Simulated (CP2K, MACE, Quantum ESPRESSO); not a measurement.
# Pressure against volume in a static frame of amorphous polyoxymethylene (as short chains C9O8H20) from 400 K (111 atoms), QE, PBE+D3(BJ)

Density of this cell: 1.23 g/cm³. The cell holds 111 atoms: 27 C, 24 O and 60 H. Its edges and angles: a = 10.111 Å, b = 10.111 Å, c = 10.111 Å, α = 90.0°, β = 90.0°, γ = 90.0°. 3 polyoxymethylene chains of 7 units with methyl end groups placed at random, at 1.24 g/cm³; overlaps pushed apart, then 20 ps at 800 K with MMFF94 bonds, angles, torsions, charges and radii (Halgren, J. Comput. Chem. 17, 490 (1996)) in harmonic and 12-6 forms. Snapshot after 30 ps at 400 K and fixed volume. Then the atoms were relaxed with MACE MPA-0 medium in the fixed cell. Then the atoms were relaxed with CP2K double zeta, PBE+D3(BJ).

Calculated with Quantum ESPRESSO 7.5: PBE+D3(BJ); plane waves, SSSP efficiency, 60/480 Ry; k-points Γ. The unchanged cell has V0 = 9.3121 Å³ an atom and P0 = -0.587 GPa. It is scaled evenly, and CP2K double zeta, PBE+D3(BJ) relaxes the atoms at each volume before the single point.

| volume (Å³/atom) | pressure (GPa) |
| --- | --- |
| 8.7534 | -0.0673 |
| 9.0327 | -0.3907 |
| 9.5914 | -0.861 |
| 9.8708 | ? |

Task: Fit a second-order expansion in ln V to the rows given and extrapolate to the withheld row.

**Working.**

To second order in u = ln(V/V0), P = P0 − B u + ½ B B′ u², with B the bulk modulus at V0 and B′ its pressure derivative. So v = (P − P0)/u is a line in u, with intercept −B and slope ½ B B′.

| u | v (GPa) |
| --- | --- |
| -0.0618754 | -8.39429 |
| -0.0304592 | -6.43484 |
| 0.0295588 | -9.27981 |

With n = 3: mean u = -0.0209253, mean v = -8.03631, Σ(u − ū)² = 0.0043165, Σ(u − ū)(v − v̄) = -0.063386. Slope b = -0.063386 / 0.0043165 = -14.685; intercept a = v̄ − b ū = -8.3436.

So B = 8.34 GPa and B′ = 2b/B = -3.5. At the withheld volume u = 0.05827, v = a + b u = -9.199 GPa, and P = P0 + u v.

Prediction at 9.8708: -1.123 GPa. The run gave -0.9503 GPa, so the fit is low by 0.17 GPa (18 % of the value).

B′ = -3.5 rests on three points, and the miss at the fourth puts it in doubt. Among the rows given, the largest miss of the fit is at 8.7534, by 0.059 GPa (6.7 % of the range of the table).

Limits: Static cells at zero temperature, with the cell shape held. Some relaxations stopped short of their force threshold. The atoms follow CP2K double zeta, PBE+D3(BJ), not this level's own minimum.

[Hosts, paths, dates, database ids (printed as entryN), source tags and the programs' standing remarks are cut or masked in the printed files.]

[The MMFF94 radii named for the starting cell were scaled by 0.96; in molecules described by MMFF94, hydrogen bound to N, O or S took a small fixed 12-6 site in their place.]
